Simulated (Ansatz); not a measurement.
Planning a run of Ansatz 0.2.0 on PtSe2 (1T monolayer). The input:

```yaml
crystal:
  lattice:
    - [3.7031659121, 0.0, 0.0]
    - [-1.851582956, 3.2070357543, 0.0]
    - [0.0, 0.0, 28.4]
  atoms:
    - { symbol: Pt, position: [0.0, 0.0, 0.5] }
    - { symbol: Se, position: [0.3333333333, 0.6666666667, 0.5454944555] }
    - { symbol: Se, position: [0.6666666667, 0.3333333333, 0.4545055445] }
  periodic: [true, true, false]
kpoints:
  mp_grid: { grid: [18, 18, 1] }
hamiltonian:
  xc: pbesol
  pseudopotentials: { kind: paw, azcp: { folder: soft_1 }, xc_functional: pbe }
scf:
  occupations: { method: fixed }
  n_extra_bands: 31
output:
  optics: { e_range: [0, 12], de: 0.05, sigma: 0.1 }
```

```sh
ansatz run input.yaml --threads 3 --pin off --max-ram 92160MiB --backend cuda --events-out ev --progress --plain --runs-dir out --devices 1 --max-vram 13GiB
```

Estimate wall time and host memory on 1 × NVIDIA H100 80GB HBM3 (shared by 6 runs) with 3 threads of AMD EPYC 7R13 (Zen 3), shared host.

It took 36 s; on shared hardware allow 18 s to 73 s. Peak host memory was 1.7 GiB.

[Paths, hosts, dates, memory and timing lines, banners, echoed tables and standing remarks are left out of the program output.]

[Logs are printed without paths, hosts, clocks, repeated set-up lines and the standing remarks that a program may print on its own settings, such as how far it seeks lower states.]

[Runs of the session that timed out or met a known fault of the program may be left out.]

[Cells called generated may have been cut or substituted from an entry of the Crystallography Open Database or the Materials Project.]

[Hosts, paths, dates, database ids (printed as entryN), source tags and the programs' standing remarks are cut or masked in the printed files.]
